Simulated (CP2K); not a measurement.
The O K edge of 2-hydroxyimidazole was computed by TDDFT (CP2K XAS_TDP, aug-cc-pVDZ, TDA) at these levels: PBE, PBEh(45%) and PBEh(45%) + GW2X. The first three lines of O1 (bonded to C and H) with a strength over 0.0015, energy in eV and strength:

```csv
run,first,second,third
1,536.89 (0.016),538.15 (0.013),538.48 (0.005)
2,531.38 (0.016),532.64 (0.013),532.97 (0.006)
3,512.01 (0.003),512.10 (0.002),512.87 (0.003)
```

Which run is which?

Run 1: PBEh(45%) + GW2X (45 % exact exchange). Run 2: PBEh(45%) (45 % exact exchange). Run 3: PBE (0 % exact exchange). Self-interaction lifts the core level, so the uncorrected lines rise with the share of exact exchange. The GW2X run keeps the spacings of its parent: 1.26 eV between the first two lines in run 1, 1.26 eV in run 2. Its shift is +5.51 eV, since the Kohn–Sham level at this share of exchange lies that far above the quasiparticle level.

[Banner, clock and machine lines of the logs are left out without a mark of their own.]

[Logs are printed without paths, hosts, clocks, repeated set-up lines and the standing remarks that a program may print on its own settings, such as how far it seeks lower states.]

[Hosts, paths, dates, database ids (printed as entryN), source tags and the programs' standing remarks are cut or masked in the printed files.]
